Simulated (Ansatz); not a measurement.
## Ga2S3 (Cc): a many-body input that goes wrong, and its mend

What is wrong with this input for Ga2S3 (Cc)?

Program: Ansatz 0.2.0. Level of theory: G0W0 on LDA, plane waves, PAW; PAW set soft_1. Values are calculated unless marked as measured.

**1. Set-up**

It takes space group Cc (No. 9, monoclinic). The conventional cell has a = 11.107 Å, b = 6.395 Å, c = 7.021 Å, α = 90.00°, β = 121.17°, γ = 90.00°. Nearest to Ga lie 4 S at 2.19 to 2.33 Å. Nearest to Ga lie 4 S at 2.20 to 2.32 Å. Nearest to S lie 2 Ga at 2.19 to 2.20 Å. S has 3 Ga at 2.31 to 2.32 Å nearest. S has 3 Ga at 2.31 to 2.33 Å nearest. Farther neighbours, and contacts between anions beyond the nearest, are not listed.

The cell and positions come from the Crystallography Open Database and are kept as given unless a step says otherwise.

**2. First try**

Contents of input.yaml:

```yaml
crystal:
  lattice:
    - [5.5535, -3.1975, 0.0]
    - [5.5535, 3.1975, 0.0]
    - [-3.6339226554, 0.0, 6.0074160114]
  atoms:
    - { symbol: Ga, position: [0.63979, 0.44447, 0.12512] }
    - { symbol: Ga, position: [0.44447, 0.63979, 0.62512] }
    - { symbol: Ga, position: [0.2682, 0.13232, 0.11559] }
    - { symbol: Ga, position: [0.13232, 0.2682, 0.61559] }
    - { symbol: S, position: [0.9089, 0.0811, 0.9838] }
    - { symbol: S, position: [0.0811, 0.9089, 0.4838] }
    - { symbol: S, position: [0.4303, 0.2453, 0.4999] }
    - { symbol: S, position: [0.2453, 0.4303, 0.9999] }
    - { symbol: S, position: [0.5901, 0.7581, 0.0084] }
    - { symbol: S, position: [0.7581, 0.5901, 0.5084] }
kpoints:
  mp_grid: { grid: [1, 1, 1] }
hamiltonian:
  xc: lda
  pseudopotentials: { kind: paw, azcp: { folder: soft_1 }, xc_functional: pbe }
scf:
  occupations: { method: fixed }
gw:
  n_empty_bands: 225
  ecut_chi: 60
  qp_bands: [v3, c3]
  qp_kpoints: band_edges
  screening: { model: contour_deformation }
```

Started as:

```bash
$ ansatz run input.yaml --threads 3 --pin off --max-ram 92160MiB --backend cuda --events-out ev --progress --plain --runs-dir out --devices 1 --max-vram 13GiB
```

Standard output:

```text
GPUs: using 1 of 1 available (devices: 1).
Engine: ansatz 0.2.0, x86_64-unknown-linux-gnu
Pseudopotentials: kind: paw
Pseudopotential: Ga, paw, valence charge 13, recommended cutoff 420 eV (normal), soft_1/Ga.paw.azcp
Pseudopotential: S, paw, valence charge 6, recommended cutoff 420 eV (normal), soft_1/S.paw.azcp
Functional definition: SPW92
  exchange = slater_x
  correlation = pw_c
device memory: the entry about to start is reckoned to put 1.5 GiB on a device that reports 31.6 GiB free (of which the cap on the GPU budget leaves the run 13.0 GiB)
GPU FFT provider: cuFFT
GPU libraries: cuBLAS 13.8.2, cuFFT 12.4.0, cuSOLVER 12.3.4
Crystal: 10 atoms, lattice volume = 213.351 Å³
Basis set: ecut = 420 eV, 4167 PW (Γ)
Bands: 54, of which v1, the nominal top of the filled ones, is band 44 counted from 1 (43 counted from 0)
Symmetry: 2 space group operations
Space group: Cc (ITA 9), of the structure as read, at distance tolerance 6.0e-5 Å
k-points: 1
Non-local potential: Ga, projectors of the file, l = 0: 2, l = 1: 2, l = 2: 3, l = 3: 1
Non-local potential: S, projectors of the file, l = 0: 2, l = 1: 2, l = 2: 1
PAW form: soft (Blöchl's): semilocal exchange-correlation on the pseudo side does not see the compensation charge
PAW frozen core: Ga, regenerated for the run's functional, and the local potential with it (the file was generated under x = pbe(κ = 0.804, μ = 0.219515), c = pbe(β = 0.066725))
PAW frozen core: S, regenerated for the run's functional, and the local potential with it (the file was generated under x = pbe(κ = 0.804, μ = 0.219515), c = pbe(β = 0.066725))
PAW one-centre angular grid: Ga, 590 points (default); XC on 64 Gauss nodes
PAW one-centre angular grid: S, 110 points (default); XC on 64 Gauss nodes
Initial density: superposition of atomic densities (chi_scale 0.1, normalization cell, long waves kept (reshape's long-wave potential 0.05 eV rms))
Initial wavefunctions: pseudopotential atomic-orbital guess
GPU buffer pool allocated for 97200 grid points (all kernels)
GPU transforms: local potential and band sums: pruned to the plane-wave sphere, on 45×45×45
Functional: x = slater, c = lda
SCF iter   1: F=—  HF=-20050.533164 eV  |F-HF|=—  |Δ(HF+E_count)|=         —  Δρ=5.16e-2  dr2=3.87e0  ethr=3.10e-3  ⟨swp⟩=5.0  Hψ=184  notcnv=0  defer=8
preconditioner: auto → Resta (q_TF=auto, 2.354 Å⁻¹)  ε∞=3.8  [insulator: Δε(μ)=1.988 eV  Ē_g=14.320 eV  n_scr=52 (ndim 8)  ℏωp=23.8 eV  f_vac=0.000  ε∞_Penn≈3.8]
SCF iter   2: F=—  HF=-20049.536408 eV  |F-HF|=—  |Δ(HF+E_count)|=   9.97e-1  Δρ=2.43e-2  dr2=9.44e-1  ethr=3.10e-3  ⟨swp⟩=4.0  Hψ=110  notcnv=0  defer=8
SCF iter   3: F=—  HF=-20049.206627 eV  |F-HF|=—  |Δ(HF+E_count)|=   3.30e-1  Δρ=5.75e-3  dr2=6.08e-2  ethr=1.07e-3  ⟨swp⟩=4.0  Hψ=96  notcnv=0  defer=8
SCF iter   4: F=—  HF=-20049.169859 eV  |F-HF|=—  |Δ(HF+E_count)|=   3.68e-2  Δρ=2.16e-3  dr2=9.23e-3  ethr=6.91e-5  ⟨swp⟩=2.0  Hψ=94  notcnv=0  defer=8
SCF iter   5: F=—  HF=-20049.170207 eV  |F-HF|=—  |Δ(HF+E_count)|=   3.48e-4  Δρ=7.78e-4  dr2=1.49e-3  ethr=1.05e-5  ⟨swp⟩=2.0  Hψ=94  notcnv=0  defer=8
SCF iter   6: F=—  HF=-20049.170402 eV  |F-HF|=—  |Δ(HF+E_count)|=   1.94e-4  Δρ=1.99e-4  dr2=1.16e-4  ethr=1.70e-6  ⟨swp⟩=3.0  Hψ=94  notcnv=0  defer=8
SCF iter   7: F=—  HF=-20049.170418 eV  |F-HF|=—  |Δ(HF+E_count)|=   1.65e-5  Δρ=7.35e-5  dr2=1.37e-5  ethr=1.32e-7  ⟨swp⟩=3.0  Hψ=92  notcnv=0  defer=8
SCF iter   8: F=—  HF=-20049.170420 eV  |F-HF|=—  |Δ(HF+E_count)|=   1.48e-6  Δρ=2.33e-5  dr2=1.24e-6  ethr=1.55e-8  ⟨swp⟩=3.0  Hψ=98  notcnv=0  defer=6
SCF iter   9: F=-20049.170420 eV  HF=-20049.170420 eV  |F-HF|=7.91e-8  |Δ(HF+E_count)|=   7.97e-7  Δρ=5.96e-6  dr2=7.83e-8  ethr=1.14e-10  ⟨swp⟩=11.0  Hψ=310  notcnv=0
SCF 1 converged in 9 iterations: F = -20049.170420 eV  dr2 = 7.83e-8
[...]
device memory: the entry about to start is reckoned to put 1.8 GiB on a device that reports 31.6 GiB free (of which the cap on the GPU budget leaves the run 13.0 GiB)
NSCF: frozen V_eff on 1 k-points
[...]
device memory: the entry about to start is reckoned to put 1.5 GiB on a device that reports 31.7 GiB free (of which the cap on the GPU budget leaves the run 13.0 GiB)
NSCF: frozen V_eff on 1 k-points
G₀W₀ screening: q 1/1
G₀W₀ self-energy: k 1/1
device memory: the entry about to start is reckoned to put 1.1 GiB on a device that reports 36.0 GiB free (of which the cap on the GPU budget leaves the run 13.0 GiB)
NSCF: frozen V_eff on 1 k-points
device memory: the entry about to start is reckoned to put 1.1 GiB on a device that reports 35.5 GiB free (of which the cap on the GPU budget leaves the run 13.0 GiB)
NSCF: frozen V_eff on 1 k-points
device memory: the entry about to start is reckoned to put 1.2 GiB on a device that reports 36.7 GiB free (of which the cap on the GPU budget leaves the run 13.0 GiB)
NSCF: frozen V_eff on 1 k-points
device memory: the entry about to start is reckoned to put 1.2 GiB on a device that reports 35.3 GiB free (of which the cap on the GPU budget leaves the run 13.0 GiB)
NSCF: frozen V_eff on 1 k-points
device memory: the entry about to start is reckoned to put 1.2 GiB on a device that reports 35.3 GiB free (of which the cap on the GPU budget leaves the run 13.0 GiB)
NSCF: frozen V_eff on 1 k-points
device memory: the entry about to start is reckoned to put 1.1 GiB on a device that reports 35.3 GiB free (of which the cap on the GPU budget leaves the run 13.0 GiB)
NSCF: frozen V_eff on 1 k-points
device memory: the entry about to start is reckoned to put 1.2 GiB on a device that reports 35.3 GiB free (of which the cap on the GPU budget leaves the run 13.0 GiB)
NSCF: frozen V_eff on 1 k-points
device memory: the entry about to start is reckoned to put 1.1 GiB on a device that reports 35.3 GiB free (of which the cap on the GPU budget leaves the run 13.0 GiB)
NSCF: frozen V_eff on 1 k-points
SCF converged after 9 iterations
Free energy (F): -20049.170420 eV
Harris-Foulkes:  -20049.170420 eV  (|F-HF|=7.91e-8)
Internal energy: -20049.170420 eV  (E = F + TS)
E sigma→0 (E₀):  -20049.170420 eV
Fermi energy:    5.620930 eV
--- Per-component energies (eV) ---
  E_band       = -373.741781
  E_kinetic    = 1091.630393
  E_local      = -8031.508701  (includes V_loc(G=0)·N_el)
  E_nonlocal   = -146.325385
  E_hartree    = 4577.356059
  E_xc         = -779.904156
  E_vxc        = -721.639362  (∫ρ·V_xc dr)
  E_paw        = -11134.359195  (= ΣΔE_a)
  E_vpaw       = -1720.610044  (= ΣTr[D̂ρ^β])
  E_aug_tail   = -0.000851  (compensation charges beyond the density's cutoff)
  E_ewald      = -5633.891695
  E_core_change = 7.833111  (= ΣΔE_core)
  E_smearing   = -0.000000  (= −TS)
  E_closure    = 0.000000  (closes the sum)
  Σ components = -20049.170420   (vs F -20049.170420, Δ=0.00e0)
--- Band table (eV) ---
  k-point 0: bands = [... 40 lower, 4.5464, 4.9441, 5.0981, 5.6209, 7.1979, 7.7417, 8.5512, 8.8103, ... 6 higher]
--- G₀W₀: contour deformation, 6 samples at zero and on the imaginary axis and 1 off it, 1 q-point, 225 empty bands' worth ---
  eigenvalues of the whole cell's RPA ε∞ on this k-mesh (on a slab, of 1 + 4πα/V) = 15.9829, 16.1351, 24.6174; static W/v taken at q = 0 is 0.054036
  gw.qp_kpoints: band_edges: 1 of 1 stored k-point solved, in 1 pass; an edge of the gap read off the rows below is read off those points alone
    ik  band        ε_KS         Σx   Σc(E_QP)       V_xc       Z   E_QP_lin       E_QP  E_QP is
     0    42      4.9441   -20.0177     3.4247   -16.5525  0.7201     4.9036     4.9037  root
     0    43      5.0981   -19.7592     3.4919   -16.1998  0.7164     5.0305     5.0307  root
     0    44      5.6209   -19.4143     3.5469   -15.7994  0.7136     5.5528     5.5530  root
     0    45      7.1979    -9.2825    -4.9706   -15.0444  0.7386     8.0088     7.9892  root
     0    46      7.7417    -8.8187    -4.8385   -14.4007  0.7396     8.5027     8.4851  root
     0    47      8.5512    -8.8458    -4.9358   -14.5082  0.7352     9.2918     9.2778  root
```

It took 7.5 s on 1 × NVIDIA H100 80GB HBM3 (shared by 6 runs) with 3 threads of AMD EPYC 7R13 (Zen 3), shared host; peak memory 1 GiB.

**Diagnosis.**

The run ended normally, though the input holds a fault or crude settings.

The fault: one k-point. One point can't sample the density or the screening of a small cell, and the band edges may lie elsewhere in the zone.

It printed a gap of 2.44 eV, which is an artefact of the settings.

**3. A better input**

Now the one-shot GW correction: screening in the RPA, then the self-energy of the levels asked for. This step takes PAW set soft_1 files.

input.yaml, as its differences from that of step 2:

```diff
@@ -17,3 +17,3 @@
 kpoints:
-  mp_grid: { grid: [1, 1, 1] }
+  mp_grid: { grid: [4, 4, 2] }
 hamiltonian:
@@ -24,4 +24,4 @@
 gw:
-  n_empty_bands: 225
-  ecut_chi: 60
+  n_empty_bands: 176
+  ecut_chi: 51
   qp_bands: [v3, c3]
```

Standard output:

```text
GPUs: using 1 of 1 available (devices: 1).
[...]
GPU FFT provider: cuFFT
GPU libraries: cuBLAS 13.8.2, cuFFT 12.4.0, cuSOLVER 12.3.4
Crystal: 10 atoms, lattice volume = 213.351 Å³
Basis set: ecut = 420 eV, 4167 PW (Γ)
Bands: 54, of which v1, the nominal top of the filled ones, is band 44 counted from 1 (43 counted from 0)
[... 1 set-up line as in the run before ...]
[...]
k-points: 14 of 32 (time reversal used)
[...]
GPU buffer pool allocated for 97200 grid points (all kernels)
[...]
SCF iter   1: F=—  HF=-20053.017612 eV  |F-HF|=—  |Δ(HF+E_count)|=         —  Δρ=4.89e-2  dr2=3.51e0  ethr=3.10e-3  ⟨swp⟩=5.0  Hψ=2627  notcnv=0  defer=91
[...]
SCF iter   9: F=-20051.785229 eV  HF=-20051.785229 eV  |F-HF|=7.13e-8  |Δ(HF+E_count)|=   2.12e-7  Δρ=5.75e-6  dr2=8.24e-8  ethr=1.14e-10  ⟨swp⟩=12.0  Hψ=4397  notcnv=0
SCF 1 converged in 9 iterations: F = -20051.785229 eV  dr2 = 8.24e-8
[...]
0    42      4.8452   -19.0765     2.3548   -16.5580  0.7618     4.6811     4.6815  root
     0    43      4.9859   -18.8916     2.4734   -16.2216  0.7577     4.7887     4.7893  root
     0    44      5.5097   -18.6191     2.6033   -15.7952  0.7526     5.2883     5.2891  root
     0    45      7.1744   -10.4120    -3.4981   -15.0563  0.7902     8.3410     8.3206  root
     0    46      7.7073    -9.7343    -3.5377   -14.4338  0.7886     8.8912     8.8691  root
     0    47      8.5103    -9.5514    -3.8310   -14.5510  0.7819     9.7057     9.6789  root
     1    42      4.3862   -18.9369     2.5503   -16.1834  0.7590     4.1823     4.1830  root
     1    43      4.9011   -18.4663     2.6518   -15.5593  0.7505     4.6448     4.6460  root
[...]
13    44      4.9177   -18.2554     2.7167   -15.2698  0.7483     4.6474     4.6488  root
    13    45      7.8989    -9.4072    -3.6123   -14.1254  0.7885     9.0253     9.0048  root
    13    46      7.8989    -9.4072    -3.6123   -14.1254  0.7885     9.0253     9.0048  root
    13    47      8.7146    -9.7249    -3.8657   -14.8036  0.7790     9.9579     9.9276  root
[key lines of the parts left out:]
SCF converged after 9 iterations
Free energy (F): -20051.785229 eV
Fermi energy:    5.509725 eV
```

Run time: 24 s. Hardware: 1 × NVIDIA H100 80GB HBM3 (shared by 6 runs) with 3 threads; peak memory 1.4 GiB.

This step gave:

* bands summed: 220
* RPA ε∞ on this mesh (eigenvalues): 6.077, 6.223, 6.796
* plane waves in the screening matrix: 175
* q-points in the mesh: 32
* G0W0 gap on the mesh: 3.032 eV
* k of the valence top: 0, 0, 0
* k of the conduction bottom: 0, 0, 0
* starting gap on the mesh: 1.665 eV
* Z at the valence top: 0.7526
* Z at the conduction bottom: 0.7902
* least direct G0W0 gap on the computed points: 3.032 eV

The gap on the mesh goes from 1.66 eV to 3.03 eV, a correction of +1.37 eV. Between the two edge states, bare exchange in place of the xc potential would open the gap by 7.47 eV, and correlation takes back 6.10 eV.

**4. Summary of results**

```
first try  : converged after 7.5 s
better run : G0W0 gap on the mesh 3.03 eV (4×4×2 mesh, 176 empty bands, screening to 51 eV, PAW set soft_1 files)
```

What this shows: The second run differs in: mesh, empty bands and screening cutoff (eV). Bands and cutoff are finite, so the gap stands short of the basis limit, usually by up to a few tenths of an eV; the mesh is an error of its own. The 4×4×2 mesh is coarse for this cell (its supercell is 14 Å along the shortest edge). The RPA ε∞ on it, from the LDA start, is 6.08, 6.22 and 6.80; such meshes misread the long-range screening, most where the gap is narrow. The many-body steps are scalar-relativistic: spin-orbit coupling is not in them.

[Long decimals in the printed logs are rounded to 6 places.]

[Logs are printed without paths, hosts, clocks, repeated set-up lines and the standing remarks that a program may print on its own settings, such as how far it seeks lower states.]

[Paths, hosts, dates, memory and timing lines, banners, echoed tables and standing remarks are left out of the program output; an Ansatz launch command may be rebuilt from the run's recorded settings. Measured values are a selection of at most five: reports struck by readers or far from the other reports are left out. None is set beside runs whose start may be inverted or whose files or cutoffs have a known fault.]

[Runs of the session that timed out or met a known fault of the program may be left out.]

[Cells called generated may have been cut or substituted from an entry of the Crystallography Open Database or the Materials Project.]

[Hosts, paths, dates, database ids (printed as entryN), source tags and the programs' standing remarks are cut or masked in the printed files.]

[Where the starting crystal was built by hand or by swapping elements, it need not be the compound's stable phase.]
